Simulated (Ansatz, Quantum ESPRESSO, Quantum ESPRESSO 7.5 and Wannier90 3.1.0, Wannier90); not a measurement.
# straight Ti chain, spacing 2.48 Å: Wannier functions and conductance

Aim: a Wannier model and the conductance steps that follow from it, for this wire: straight Ti chain, spacing 2.48 Å.

Calculated with Quantum ESPRESSO 7.5 and Wannier90 3.1.0; plane-wave DFT, PBE, GBRV ultrasoft pseudopotentials (cross-check by Ansatz 0.2.0 with PAW datasets).

Report form: the programs' logs are mostly left out.

### 1. The starting structure

The cell holds 1 atom: 1 Ti. Cell: a = 8.000 Å, b = 8.000 Å, c = 2.484 Å, α = 90.0°, β = 90.0°, γ = 90.0°. Vacuum lies along a and b. The structure's axis is c.

### 2. Self-consistent run

Input file scf.in:

```
&control
  prefix = 'scf'
  outdir = './out'
  pseudo_dir = './pseudo'
  calculation = 'scf'
  tprnfor = .true.
/
&system
  ibrav = 0
  nat = 1
  ntyp = 1
  ecutwfc = 34
  ecutrho = 170
  occupations = 'smearing'
  smearing = 'mv'
  degauss = 0.005
/
&electrons
  conv_thr = 1e-07
  mixing_beta = 0.4
  electron_maxstep = 120
  mixing_mode = 'local-TF'
/
ATOMIC_SPECIES
  Ti  47.8670  ti_pbe_v1.4.uspp.F.UPF
CELL_PARAMETERS angstrom
  8.00000000000000 0.00000000000000 0.00000000000000
  0.00000000000000 8.00000000000000 0.00000000000000
  0.00000000000000 0.00000000000000 2.48400000000000
ATOMIC_POSITIONS crystal
  Ti  0.000000000000 0.000000000000 0.000000000000
K_POINTS automatic
  1 1 28 0 0 0
```

The run is started by

```sh
$ OMP_NUM_THREADS=1 mpirun -n 2 pw.x -nk 2 -in scf.in > scf.out
```

The job ended after 9.5 s (2 MPI ranks of Arm Neoverse V2, shared host; peak memory 0.21 GiB).

Read from the output:

* free energy: -1618.7084 eV
* Fermi energy: -1.518 eV

The program's own clock; routines nest. Time by routine:

```tsv
routine	wall time (s)	calls
PWSCF	8.97	1
electrons	8.47	1
c_bands	3.53	16
cegterg	3.29	128
h_psi	2.78	450
fftw	2.73	7608
vloc_psi	2.56	450
mix_rho	1.99	16
sum_band	1.65	16
ffts	1.03	1684
newd	1	17
v_of_rho	0.36	17
init_run	0.32	1
calbec	0.15	610
```

The run needed 16 iterations to bring the estimated error under 1e-07 Ry.

### 3. Full uniform mesh without symmetry

Wannier90 needs the states on a whole uniform mesh, listed point by point, without symmetry.

Input file nscf.in:

```
&control
  prefix = 'nscf'
  outdir = './out'
  pseudo_dir = './pseudo'
  calculation = 'nscf'
/
&system
  ibrav = 0
  nat = 1
  ntyp = 1
  ecutwfc = 34
  ecutrho = 170
  occupations = 'smearing'
  smearing = 'mv'
  degauss = 0.005
  nosym = .true.
  noinv = .true.
  nbnd = 21
/
&electrons
  conv_thr = 1e-09
  mixing_beta = 0.4
  electron_maxstep = 120
  mixing_mode = 'local-TF'
  diago_full_acc = .true.
/
ATOMIC_SPECIES
  Ti  47.8670  ti_pbe_v1.4.uspp.F.UPF
CELL_PARAMETERS angstrom
  8.00000000000000 0.00000000000000 0.00000000000000
  0.00000000000000 8.00000000000000 0.00000000000000
  0.00000000000000 0.00000000000000 2.48400000000000
ATOMIC_POSITIONS crystal
  Ti  0.000000000000 0.000000000000 0.000000000000
K_POINTS crystal
14
  0.0000000000 0.0000000000 0.0000000000 0.0714285714
  0.0000000000 0.0000000000 0.0714285714 0.0714285714
  0.0000000000 0.0000000000 0.1428571429 0.0714285714
  0.0000000000 0.0000000000 0.2142857143 0.0714285714
  0.0000000000 0.0000000000 0.2857142857 0.0714285714
  0.0000000000 0.0000000000 0.3571428571 0.0714285714
  0.0000000000 0.0000000000 0.4285714286 0.0714285714
  0.0000000000 0.0000000000 0.5000000000 0.0714285714
  0.0000000000 0.0000000000 0.5714285714 0.0714285714
  0.0000000000 0.0000000000 0.6428571429 0.0714285714
  0.0000000000 0.0000000000 0.7142857143 0.0714285714
  0.0000000000 0.0000000000 0.7857142857 0.0714285714
  0.0000000000 0.0000000000 0.8571428571 0.0714285714
  0.0000000000 0.0000000000 0.9285714286 0.0714285714
```

The run is started by

```sh
$ cp -r out/scf.save out/nscf.save
$ cp out/scf.xml out/nscf.xml
$ OMP_NUM_THREADS=1 mpirun -n 2 pw.x -nk 1 -in nscf.in > nscf.out
```

It took 5.8 s on 2 MPI ranks; peak memory 0.11 GiB.

Read from the output:

* Fermi energy: -1.544 eV

The program's own clock; routines nest. Time by routine:

```tsv
routine	wall time (s)	calls
PWSCF	5.27	1
electrons	5.05	1
c_bands	5.05	1
cegterg	4.84	34
h_psi	3.52	606
vloc_psi	3.3	606
fftw	3.03	12768
cdiaghg	0.23	572
init_run	0.14	1
h_psi:calbec	0.11	606
calbec	0.1	606
s_psi	0.09	606
add_vuspsi	0.09	606
newd	0.06	1
```

### 4. Neighbour list from wannier90 -pp

The .win file sets projections and windows: states in the frozen window are kept exactly, the outer window gives room to disentangle.

Input file wan.win:

```
num_wann = 9
num_bands = 21
num_iter = 200
num_print_cycles = 20
conv_tol = 1e-8
conv_window = 5
guiding_centres = true
dis_num_iter = 1500
dis_conv_tol = 1e-8
dis_win_min = -12.5179
dis_win_max = 7.4821
dis_froz_max = -0.0179
search_shells = 120
fermi_energy = -1.5179

transport = true
transport_mode = bulk
one_dim_axis = z
dist_cutoff = 17.29
dist_cutoff_mode = one_dim
tran_win_min = -4.0
tran_win_max = 2.0
tran_energy_step = 0.02

bands_plot = true
bands_num_points = 96
begin kpoint_path
G 0.0 0.0 0.0 Z 0.0 0.0 0.5
end kpoint_path

begin projections
Ti:s;p;d
end projections

begin unit_cell_cart
ang
  8.0000000000 0.0000000000 0.0000000000
  0.0000000000 8.0000000000 0.0000000000
  0.0000000000 0.0000000000 2.4840000000
end unit_cell_cart

begin atoms_frac
  Ti 0.0000000000 0.0000000000 0.0000000000
end atoms_frac

mp_grid = 1 1 14
begin kpoints
  0.0 0.0 0.0000000000
  0.0 0.0 0.0714285714
  0.0 0.0 0.1428571429
  0.0 0.0 0.2142857143
  0.0 0.0 0.2857142857
  0.0 0.0 0.3571428571
  0.0 0.0 0.4285714286
  0.0 0.0 0.5000000000
  0.0 0.0 0.5714285714
  0.0 0.0 0.6428571429
  0.0 0.0 0.7142857143
  0.0 0.0 0.7857142857
  0.0 0.0 0.8571428571
  0.0 0.0 0.9285714286
end kpoints
```

The run is started by

```sh
$ OMP_NUM_THREADS=1 wannier90.x -pp wan > wan.pp.log
```

It took 0.47 s on 1 MPI rank; peak memory 0.09 GiB.

### 5. Overlaps and projections

pw2wannier90.x computes the overlaps between neighbouring k-points and the projections.

Input file wan.p2w.in:

```
&inputpp
  prefix = 'nscf'
  outdir = './out'
  seedname = 'wan'
  write_mmn = .true.
  write_amn = .true.
  write_unk = .false.
/
```

The run is started by

```sh
$ OMP_NUM_THREADS=1 mpirun -n 2 pw2wannier90.x -in wan.p2w.in > wan.p2w.out
```

Elapsed: 3.5 s, on 2 MPI ranks; peak memory 0.09 GiB.

### 6. Wannier functions and transport

After disentangling and localising, transport_mode = bulk builds principal layers from hoppings within dist_cutoff and counts open channels.

wan.win is that of step 4.

The run is started by

```sh
$ OMP_NUM_THREADS=1 wannier90.x wan > wan.run.log
```

Run time: 5.4 s. Hardware: 1 MPI rank; peak memory 0.09 GiB.

Numbers from this step:

| Quantity | Value |
| --- | --- |
| lead channels at the Fermi level, one spin | 5.000 |
| total spread | 19.09 Å² |
| gauge-invariant spread | 15.19 Å² |
| largest misfit to plane-wave levels between mesh points, inside the frozen window | 0.02041 eV |

Per spin. Quantum conductance of the perfect wire, open channels against energy, zero at the Fermi level:

energy (eV), quantum conductance of the perfect wire, open channels and a bar:
```
  -2.7600       0.00 
  -2.5000       1.00 #####
  -2.2600       1.00 #####
  -2.0000       1.00 #####
  -1.7600       1.00 #####
  -1.5000       1.00 #####
  -1.2600       1.00 #####
  -1.0200       1.00 #####
  -0.7600       3.00 ###############
  -0.5000       4.00 ####################
  -0.2600       4.00 ####################
   0.0000       5.00 #########################
   0.2400       6.00 ##############################
   0.5000       6.00 ##############################
   0.7400       6.00 ##############################
   1.0000       6.00 ##############################
   1.2400       2.00 ##########
   1.5000       2.00 ##########
   1.7400       2.00 ##########
   2.0000       2.00 ##########
```

Wannier functions:

```tsv
no.	x (Å)	y (Å)	z (Å)	spread (Å²)
1	-0.2487	1.04e-4	-1.242	2.607
2	-0.139	2.135	4.968	3.895
3	1.26	-2.30e-5	1.04e-4	3.051
4	-0.1395	-2.137	2.90e-5	3.888
5	-0.07138	2.85e-4	2.90e-5	1.296
6	0.03348	4.50e-5	1.50e-5	0.9217
7	-3.40e-5	5.90e-5	-1.40e-4	0.9049
8	-0.4343	3.40e-5	0	1.529
9	0.02877	-4.10e-5	1.00e-6	1.001
```

Electronic bands along the path, in eV, zero at the Fermi level; # counts the bands kept:

```tsv
point	#1	#2	#3	#4	#5	#6
Γ	-2.60	-0.61	-0.06	0.02	1.19	1.19
halfway	-0.50	0.16	0.17	0.49	0.56	1.02
Z	-0.93	-0.93	1.10	1.15	2.21	4.08
```

Bands and channels are those of the Wannier model: bands that were not projected, and all outside the frozen window, are missing or only approximate.

Disentanglement stopped at its cap on iterations, so these spreads are not final.

At least 2 of the functions sit far from every atom, off the bonds: the outer window has let in states of the vacuum, so the basis is not the atomic one that was projected.

### 7. Neighbour list from wannier90 -pp, with dis_froz_max − E_F = -2.0

How much does a setting matter? One run is repeated with a change.

wan_w.win is the input of step 6 with these lines changed:

```diff
@@ -11,3 +11,3 @@
 dis_win_max = 7.4821
-dis_froz_max = -0.0179
+dis_froz_max = -3.5179
 search_shells = 120
```

The run is started by

```sh
$ OMP_NUM_THREADS=1 wannier90.x -pp wan_w > wan_w.pp.log
```

Elapsed: 0.47 s, on 1 MPI rank; peak memory 0.09 GiB.

### 8. Overlaps and projections

The follow-up step for that run.

Input file wan_w.p2w.in:

```
&inputpp
  prefix = 'nscf'
  outdir = './out'
  seedname = 'wan_w'
  write_mmn = .true.
  write_amn = .true.
  write_unk = .false.
/
```

The run is started by

```sh
$ OMP_NUM_THREADS=1 mpirun -n 2 pw2wannier90.x -in wan_w.p2w.in > wan_w.p2w.out
```

Wall time 3.5 s (2 MPI ranks); peak memory 0.09 GiB; 6.9 s of CPU time.

### 9. Wannier functions and transport, with dis_froz_max − E_F = -2.0

A sensitivity test on the input.

wan_w.win is the input of step 6 with these lines changed:

```diff
@@ -11,3 +11,3 @@
 dis_win_max = 7.4821
-dis_froz_max = -0.0179
+dis_froz_max = -3.5179
 search_shells = 120
```

The run is started by

```sh
$ OMP_NUM_THREADS=1 wannier90.x wan_w > wan_w.run.log
```

The job ended after 5.7 s (1 MPI rank; peak memory 0.09 GiB).

The changed values were drawn from a wide range, not chosen for quality; the comparison shows what they did here together.

The total spread is 18.7 against 19.1 Å². Between −2 and 1.5 eV the channel count differs from the first run's at 12 % of the energies, and at the Fermi level it is 4 against 5. The frozen window now ends below the Fermi level, so the states there are no longer held.

### 10. Neighbour list from wannier90 -pp, with dis_froz_max − E_F = 9.0

Another try, with an input changed as a hurried user might.

wan_bad.win is the input of step 6 with these lines changed:

```diff
@@ -11,3 +11,3 @@
 dis_win_max = 7.4821
-dis_froz_max = -0.0179
+dis_froz_max = 7.4821
 search_shells = 120
```

The run is started by

```sh
$ OMP_NUM_THREADS=1 wannier90.x -pp wan_bad > wan_bad.pp.log
```

It took 0.47 s on 1 MPI rank; peak memory 0.09 GiB.

### 11. Overlaps and projections

The same post-processing, on the changed run.

Input file wan_bad.p2w.in:

```
&inputpp
  prefix = 'nscf'
  outdir = './out'
  seedname = 'wan_bad'
  write_mmn = .true.
  write_amn = .true.
  write_unk = .false.
/
```

The run is started by

```sh
$ OMP_NUM_THREADS=1 mpirun -n 2 pw2wannier90.x -in wan_bad.p2w.in > wan_bad.p2w.out
```

The job ended after 3.5 s (2 MPI ranks; peak memory 0.09 GiB; 6.9 s of CPU time).

### 12. Localisation, bands and conductance, with dis_froz_max − E_F = 9.0

One more run, with a changed input.

wan_bad.win is the input of step 6 with these lines changed:

```diff
@@ -11,3 +11,3 @@
 dis_win_max = 7.4821
-dis_froz_max = -0.0179
+dis_froz_max = 7.4821
 search_shells = 120
```

The run is started by

```sh
$ OMP_NUM_THREADS=1 wannier90.x wan_bad > wan_bad.run.log
```

Wall time 0.49 s (1 MPI rank); peak memory 0.09 GiB.

The input was rejected at the start.

The fault put into the input: a frozen window with more states than Wannier functions (dis_froz_max − E_F = 9.0).

The frozen window can't hold more states than there are functions: narrow it or add projections.

### 13. Cross-check with Ansatz

As a check, the same structure is run in Ansatz.

Level of this step: plane-wave DFT, PBE, Ansatz PAW (Ansatz 0.2.0).

System of this step: straight Ti chain, spacing 2.48 Å, 2 periods. The cell holds 2 atoms: 2 Ti. Cell: a = 8.000 Å, b = 8.000 Å, c = 4.968 Å, α = 90.0°, β = 90.0°, γ = 90.0°. Vacuum lies along a and b. The structure's axis is c.

Input file input.yaml:

```yaml
crystal:
  lattice:
    - [8.0, 0.0, 0.0]
    - [0.0, 8.0, 0.0]
    - [0.0, 0.0, 4.968]
  atoms:
    - { symbol: Ti, position: [0.0, 0.0, 0.0] }
    - { symbol: Ti, position: [0.0, 0.0, 0.5] }
kpoints:
  mp_grid: { grid: [1, 1, 14] }
hamiltonian:
  xc: pbe
scf:
  occupations: { method: fermi_dirac, width: 0.05 }
  convergence: { dr2_threshold: 1.0e-08 }
output:
  transmission:
    leads: [[0, 0]]
    e_range: [-4.0, 2.0]
    de: 0.05
    kmesh: [1, 1]
    reduced_basis: true
```

The run is started by

```sh
$ ansatz run input.yaml --threads 2 --pin off --max-ram 4096MiB --backend cpu --events-out ev --progress --plain --runs-dir out
```

Run time: 37 s. Hardware: 2 threads; peak memory 0.54 GiB.

This step gave:

| Property | Result |
| --- | --- |
| free energy | -4991.8273 eV |
| energy at zero smearing | -4991.7827 eV |
| smearing term TS | 0.08914 eV |
| Fermi energy | -1.497 eV |
| symmetry operations | 32 |
| lead channels at the Fermi level, one spin | 5 |

Per spin. Table of open channels by energy, zero at the Fermi level:

```tsv
energy (eV)	open channels
-2.7500	0
-2.5000	1
-2.2500	1
-2.0000	1
-1.7500	1
-1.5000	1
-1.2500	1
-1.0000	1
-0.7500	3
-0.5000	4
-0.2500	4
0.0000	5
0.2500	6
0.5000	6
0.7500	6
1.0000	6
1.2500	2
1.5000	2
1.7500	2
2.0000	2
```

### 14. By hand

5 channels × 77.48 µS = 387 µS, a two-terminal resistance of 12.906/5 = 2.58 kΩ whatever the wire's length, as long as nothing scatters.

### 15. Results

- open channels at the Fermi level, per spin: 5
- total spread: 19.1 Å²
- gauge-invariant spread: 15.2 Å²
- largest band misfit in the frozen window: 0.0204 eV
- channels at the Fermi level by Ansatz: 5

The wire offers 5 channels per spin at the Fermi level. Between -4 and 1.5 eV the channel count from Wannier functions equals that from Ansatz's layer matching at 95 % of the energies; outside the frozen window the Wannier bands are not held to the plane-wave ones. A band edge of the lead lies within 0.06 eV of the Fermi level, so the channel count there hangs on small shifts and on temperature. Each plane-wave level in the frozen window has a Wannier level within 0.03 eV; this test doesn't see extra bands that a model may add. Disentanglement stopped at its cap on iterations, so the spreads are not final; the frozen states are kept all the same. At least one function lies in the vacuum, so the spreads don't describe atomic orbitals, though the frozen bands are still reproduced. The wire is perfect, so the conductance only counts bands: each channel, with its partner of the other spin, carries G₀ = 2e²/h. It was run without spin polarisation, which was not tested.

[Logs are printed without paths, hosts, clocks, repeated set-up lines and the standing remarks that a program may print on its own settings, such as how far it seeks lower states.]

[Hosts, paths, dates, database ids (printed as entryN), source tags and the programs' standing remarks are cut or masked in the printed files.]

[Maps of the electrostatic potential energy from Ansatz leave out the sawtooth potential of an applied field or a dipole correction, so their vacuum need not be flat; planar profiles and work functions include it.]
